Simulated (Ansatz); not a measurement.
# SiO2 (P3_221): the gap up the ladder of methods

Wanted: a ladder of band gaps for SiO2 (P3_221), from density functionals to G0W0.

Main program and level: Ansatz 0.2.0; density functionals, hybrids and G0W0, plane waves, PAW.

This is a report of a sequence of runs, with most program output left out.

In doubt: masses and optical values from hybrid runs of this build are listed as unsure (step 9), which bears on the screening that GW takes from such a start.

**1. The structure**

Symmetry: P3_221, No. 154, trigonal system. Conventional cell: a = 4.916 Å, b = 4.916 Å, c = 5.408 Å, α = 90.00°, β = 90.00°, γ = 120.00°. Nearest to Si lie 4 O at 1.61 Å. O has 2 Si at 1.61 Å nearest. Farther neighbours and most contacts between anions are not listed.

The cell and positions come from the Crystallography Open Database and are kept as given unless a step says otherwise.

The logs state that the PAW files were generated under PBE.

**2. LDA on the 6×6×4 mesh**

This step: DFT, LDA, plane waves, PAW; PAW set soft_1.

input.yaml reads:

```yaml
crystal:
  lattice:
    - [4.91636, 0.0, 0.0]
    - [-2.45818, 4.2576926541, 0.0]
    - [0.0, 0.0, 5.4084]
  atoms:
    - { symbol: Si, position: [0.46973, 0.0, 0.6666666667] }
    - { symbol: Si, position: [0.0, 0.46973, 0.3333333333] }
    - { symbol: Si, position: [0.53027, 0.53027, 0.0] }
    - { symbol: O, position: [0.41354, 0.26758, 0.78558] }
    - { symbol: O, position: [0.73242, 0.14596, 0.4522466667] }
    - { symbol: O, position: [0.85404, 0.58646, 0.1189133333] }
    - { symbol: O, position: [0.26758, 0.41354, 0.21442] }
    - { symbol: O, position: [0.14596, 0.73242, 0.5477533333] }
    - { symbol: O, position: [0.58646, 0.85404, 0.8810866667] }
kpoints:
  mp_grid: { grid: [6, 6, 4] }
  band_path:
    path:
      - [0.0, 0.0, 0.0]
      - [0.5, 0.0, 0.0]
      - [0.33333333, 0.33333333, 0.0]
      - [0.0, 0.0, 0.5]
      - [0.5, 0.0, 0.5]
      - [0.33333333, 0.33333333, 0.5]
      - [0.0, 0.0, 0.05]
    npoints: 1
hamiltonian:
  xc: lda
  pseudopotentials: { kind: paw, azcp: { folder: soft_1 }, xc_functional: pbe }
scf:
  occupations: { method: fixed }
  n_extra_bands: 7
output:
  eigenvalues: true
  write_density: true
  write_potential: true
  elf: true
  volumetric_format: npy
```

The run is started by

```bash
$ ansatz run input.yaml --threads 3 --pin off --max-ram 92160MiB --backend cuda --events-out ev --progress --plain --runs-dir out --devices 1 --max-vram 13GiB
```

Run time: 6.5 s. Hardware: 1 × NVIDIA H100 80GB HBM3 (shared by 6 runs) with 3 threads of AMD EPYC 7R13 (Zen 3), shared host; peak memory 0.92 GiB.

Numbers from this step:

- gap: 5.746 eV
- valence top at: K
- conduction bottom at: Γ
- least direct gap: 6.050 eV

Over mesh and listed points the gap is 5.746 eV, from k = (0.333, 0.333, 0.000) to k = Γ. The least direct gap found is 6.050 eV, at k = (0.000, 0.000, 0.050).

**3. PBE on the 6×6×4 mesh**

Levels along a band path and on the mesh show where this functional puts the band edges.

This step: DFT, PBE, plane waves, PAW; PAW set soft_1.

input.yaml, the sections that differ from step 2:

```yaml
kpoints:
  mp_grid: { grid: [6, 6, 4] }
  band_path:
    path:
      - [[0.0, 0.0, 0.0], [0.5, 0.0, 0.0], [0.33333333, 0.33333333, 0.0], [0.0, 0.0, 0.0], [0.0, 0.0, 0.5], [0.5, 0.0, 0.5], [0.33333333, 0.33333333, 0.5], [0.0, 0.0, 0.5]]
      - [[0.5, 0.0, 0.5], [0.5, 0.0, 0.0]]
      - [[0.33333333, 0.33333333, 0.5], [0.33333333, 0.33333333, 0.0]]
    npoints: 10
hamiltonian:
  xc: pbe
  pseudopotentials: { kind: paw, azcp: { folder: soft_1 } }
scf:
  occupations: { method: fermi_dirac, width: 0.02 }
  n_extra_bands: 7
# crystal, output: as in step 2
```

Wall time 8.5 s (1 × NVIDIA H100 80GB HBM3 (shared by 6 runs) with 3 threads); peak memory 0.9 GiB.

Numbers from this step:

- filled bands: 24
- gap: 5.993 eV
- valence top at: K
- conduction bottom at: Γ
- least direct gap: 6.286 eV

Over mesh and path the gap is 5.993 eV, from k = (0.333, 0.333, 0.000) to k = Γ. The least direct gap found is 6.286 eV, at k = (0.000, 0.000, 0.050). PBE against LDA: 5.993 − 5.746 = +0.247 eV, with the same mesh, files and cutoff, and both edges at the same k points.

**4. r2SCAN on the 6×6×4 mesh**

r2SCAN is a meta-GGA: it depends on the kinetic-energy density as well as on the density and its gradient.

This step: DFT, r2SCAN, plane waves, PAW; PAW set soft_1.

input.yaml reads:

```yaml
crystal:
  lattice:
    - [4.91636, 0.0, 0.0]
    - [-2.45818, 4.2576926541, 0.0]
    - [0.0, 0.0, 5.4084]
  atoms:
    - { symbol: Si, position: [0.46973, 0.0, 0.6666666667] }
    - { symbol: Si, position: [0.0, 0.46973, 0.3333333333] }
    - { symbol: Si, position: [0.53027, 0.53027, 0.0] }
    - { symbol: O, position: [0.41354, 0.26758, 0.78558] }
    - { symbol: O, position: [0.73242, 0.14596, 0.4522466667] }
    - { symbol: O, position: [0.85404, 0.58646, 0.1189133333] }
    - { symbol: O, position: [0.26758, 0.41354, 0.21442] }
    - { symbol: O, position: [0.14596, 0.73242, 0.5477533333] }
    - { symbol: O, position: [0.58646, 0.85404, 0.8810866667] }
kpoints:
  mp_grid: { grid: [6, 6, 4] }
  band_path:
    path:
      - [0.0, 0.0, 0.0]
      - [0.5, 0.0, 0.0]
      - [0.33333333, 0.33333333, 0.0]
      - [0.0, 0.0, 0.5]
      - [0.5, 0.0, 0.5]
      - [0.33333333, 0.33333333, 0.5]
      - [0.0, 0.0, 0.05]
    npoints: 1
hamiltonian:
  xc: r2scan
  pseudopotentials: { kind: paw, azcp: { folder: soft_1 } }
scf:
  occupations: { method: fixed }
  n_extra_bands: 7
output:
  eigenvalues: true
```

It took 6.4 s on 1 × NVIDIA H100 80GB HBM3 (shared by 6 runs) with 3 threads; peak memory 1 GiB.

This step gave:

```yaml
gap: 6.641 eV
valence_top_at: K
conduction_bottom_at: Γ
least_direct_gap: 6.934 eV
```

Over mesh and listed points the gap is 6.641 eV, from k = (0.333, 0.333, 0.000) to k = Γ. The least direct gap found is 6.934 eV, at k = (0.000, 0.000, 0.050). r2SCAN against PBE: 6.641 − 5.993 = +0.648 eV. The runs also differ in plane-wave cutoff (420 eV and 500 eV), so how much of this comes from the functional alone is not known.

**5. HSE06 on the 6×6×4 mesh**

HSE06 mixes in a quarter of exact exchange at short range.

This step: DFT, HSE06, plane waves, PAW; PAW set soft_1.

Edit input.yaml of step 4 so:

```diff
@@ -28,3 +28,3 @@
 hamiltonian:
-  xc: r2scan
+  xc: hse06
   pseudopotentials: { kind: paw, azcp: { folder: soft_1 } }
```

Elapsed: 31 s, on 1 × NVIDIA H100 80GB HBM3 (shared by 6 runs) with 3 threads; peak memory 1.6 GiB; 51 s of CPU time.

Numbers from this step:

```
gap                     : 7.826 eV
valence top at          : K
conduction bottom at    : Γ
least direct gap        : 8.130 eV
exact-exchange fraction : 0.25
```

Over mesh and listed points the gap is 7.826 eV, from k = (0.333, 0.333, 0.000) to k = Γ. The least direct gap found is 8.130 eV, at k = (0.000, 0.000, 0.050). HSE06 against PBE: 7.826 − 5.993 = +1.833 eV, with the same mesh, files and cutoff, and both edges at the same k points.

**6. PBE0 on the 6×6×4 mesh**

PBE0 mixes in a quarter of exact exchange at all distances.

This step: DFT, PBE0, plane waves, PAW; PAW set soft_1.

Edit input.yaml of step 5 so:

```diff
@@ -28,3 +28,3 @@
 hamiltonian:
-  xc: hse06
+  xc: pbe0
   pseudopotentials: { kind: paw, azcp: { folder: soft_1 } }
@@ -35 +35,5 @@
   eigenvalues: true
+  write_density: true
+  write_potential: true
+  elf: true
+  volumetric_format: npy
```

Wall time 35 s (1 × NVIDIA H100 80GB HBM3 (shared by 6 runs) with 3 threads); peak memory 1.6 GiB; 60 s of CPU time.

This step gave:

```yaml
gap: 8.591 eV
valence_top_at: K
conduction_bottom_at: Γ
least_direct_gap: 8.897 eV
exact_exchange_fraction: 0.25
```

Over mesh and listed points the gap is 8.591 eV, from k = (0.333, 0.333, 0.000) to k = Γ. The least direct gap found is 8.897 eV, at k = (0.000, 0.000, 0.050). PBE0 against HSE06: 8.591 − 7.826 = +0.765 eV, with the same mesh, files and cutoff, and both edges at the same k points.

**7. DDH-PBE0 on the 6×6×4 mesh**

The input asks for a share of exact exchange of one over the crystal's ε∞, which the program works out first.

This step: DFT, dielectric-dependent PBE0 (fraction 1/eps_inf of PBE), plane waves, PAW; PAW set soft_1.

Edit input.yaml of step 6 so:

```diff
@@ -15,2 +15,3 @@
     - { symbol: O, position: [0.58646, 0.85404, 0.8810866667] }
+  host: atoms
 kpoints:
@@ -28,3 +29,6 @@
 hamiltonian:
-  xc: pbe0
+  xc:
+    exchange: pbe
+    correlation: pbe
+    exx: { coeff: inverse_dielectric }
   pseudopotentials: { kind: paw, azcp: { folder: soft_1 } }
@@ -35,5 +39 @@
   eigenvalues: true
-  write_density: true
-  write_potential: true
-  elf: true
-  volumetric_format: npy
```

It took 54 s on 1 × NVIDIA H100 80GB HBM3 (shared by 6 runs) with 3 threads; peak memory 1.7 GiB.

Numbers from this step:

```
gap                     : 10.24 eV
valence top at          : K
conduction bottom at    : Γ
least direct gap        : 10.55 eV
exact-exchange fraction : 0.4058
```

Over mesh and listed points the gap is 10.239 eV, from k = (0.333, 0.333, 0.000) to k = Γ. The least direct gap found is 10.552 eV, at k = (0.000, 0.000, 0.050). DDH-PBE0 against PBE0: 10.239 − 8.591 = +1.648 eV, with the same mesh, files and cutoff, and both edges at the same k points.

**8. G0W0@PBE, 6×6×4 mesh, 620 empty bands, screening to 180 eV, PAW set soft_1 files**

G0W0 replaces the xc potential by a self-energy built once from the orbitals of the start. Levels are corrected in the window of bands that the input names, at points of the mesh.

This step: G0W0 on PBE, plane waves, PAW; PAW set soft_1.

input.yaml reads:

```yaml
crystal:
  lattice:
    - [4.91636, 0.0, 0.0]
    - [-2.45818, 4.2576926541, 0.0]
    - [0.0, 0.0, 5.4084]
  atoms:
    - { symbol: Si, position: [0.46973, 0.0, 0.6666666667] }
    - { symbol: Si, position: [0.0, 0.46973, 0.3333333333] }
    - { symbol: Si, position: [0.53027, 0.53027, 0.0] }
    - { symbol: O, position: [0.41354, 0.26758, 0.78558] }
    - { symbol: O, position: [0.73242, 0.14596, 0.4522466667] }
    - { symbol: O, position: [0.85404, 0.58646, 0.1189133333] }
    - { symbol: O, position: [0.26758, 0.41354, 0.21442] }
    - { symbol: O, position: [0.14596, 0.73242, 0.5477533333] }
    - { symbol: O, position: [0.58646, 0.85404, 0.8810866667] }
kpoints:
  mp_grid: { grid: [6, 6, 4] }
hamiltonian:
  xc: pbe
  pseudopotentials: { kind: paw, azcp: { folder: soft_1 } }
scf:
  occupations: { method: fixed }
gw:
  n_empty_bands: 620
  ecut_chi: 180.0
  qp_bands: [v3, c3]
  qp_kpoints: band_edges
  screening: { model: contour_deformation }
```

The job ended after 1.8 min (1 × NVIDIA H100 80GB HBM3 (shared by 6 runs) with 3 threads; peak memory 3.3 GiB).

Numbers from this step:

```yaml
bands_summed: 644
rpa_eps_infinity_on_this_mesh_eigenvalues: 2.334, 2.334, 2.366
plane_waves_in_the_screening_matrix: 635
g0w0_gap_over_the_corrected_points: 9.002 eV
k_of_the_valence_top: 0.3333, 0.3333, 0
k_of_the_conduction_bottom: 0, 0, 0
starting_gap_on_the_mesh: 5.993 eV
z_at_the_valence_top: 0.8057
z_at_the_conduction_bottom: 0.8661
least_direct_g0w0_gap_over_the_corrected_points: 9.371 eV
```

Over 23 of 24 irreducible mesh points the G0W0 gap is 9.002 eV, from k = (0.333, 0.333, 0.000) to k = Γ. The PBE gap of this run on the mesh is 5.993 eV. The two states that bound the G0W0 gap lie that far apart at the start, so the correction of the gap is 9.002 − 5.993 = +3.009 eV.

**9. G0W0@HSE06, 6×6×4 mesh, 288 empty bands, screening to 108 eV, PAW set soft_1 files**

This step: G0W0 on HSE06, plane waves, PAW; PAW set soft_1.

Edit input.yaml of step 8 so:

```diff
@@ -18,3 +18,3 @@
 hamiltonian:
-  xc: pbe
+  xc: hse06
   pseudopotentials: { kind: paw, azcp: { folder: soft_1 } }
@@ -23,4 +23,4 @@
 gw:
-  n_empty_bands: 620
-  ecut_chi: 180.0
+  n_empty_bands: 288
+  ecut_chi: 108
   qp_bands: [v3, c3]
```

It took 1.7 min on 1 × NVIDIA H100 80GB HBM3 (shared by 6 runs) with 3 threads; peak memory 2.4 GiB.

Numbers from this step:

```
bands summed                                    : 312
RPA ε∞ on this mesh (eigenvalues)               : 2.111, 2.111, 2.132
plane waves in the screening matrix             : 303
G0W0 gap over the corrected points              : 9.572 eV
k of the valence top                            : 0.3333, 0.3333, 0
k of the conduction bottom                      : 0, 0, 0
starting gap on the mesh                        : 7.826 eV
Z at the valence top                            : 0.8369
Z at the conduction bottom                      : 0.8892
least direct G0W0 gap over the corrected points : 9.954 eV
```

Over 23 of 24 irreducible mesh points the G0W0 gap is 9.572 eV, from k = (0.333, 0.333, 0.000) to k = Γ. The HSE06 gap of this run on the mesh is 7.826 eV. The two states that bound the G0W0 gap lie that far apart at the start, so the correction of the gap is 9.572 − 7.826 = +1.746 eV. G0W0@HSE06 against G0W0@PBE with 312 bands (a further run, in the table below): 9.572 − 8.806 = +0.766 eV, with the same mesh, files and cutoffs, and both edges at the same k points.

[end of part 1 of 2]

[Paths, hosts, dates, memory and timing lines, banners, echoed tables and standing remarks are left out of the program output.]

[Logs are printed without paths, hosts, clocks, repeated set-up lines and the standing remarks that a program may print on its own settings, such as how far it seeks lower states.]

[Runs of the session that timed out or met a known fault of the program may be left out.]

[Cells called generated may have been cut or substituted from an entry of the Crystallography Open Database or the Materials Project.]

[Hosts, paths, dates, database ids (printed as entryN), source tags and the programs' standing remarks are cut or masked in the printed files.]

[Where an RPA ε∞ is given, it is that of the G0W0 mesh and is not shown converged in it. Names of k-points follow the symmetry that the program found, which can be lower than the space group named. Band edges on a path are those of the sampled points; other points can move an edge, and change direct to indirect where valleys lie close.]

[Hybrid gaps are those of their k-mesh and are not shown converged in it.]
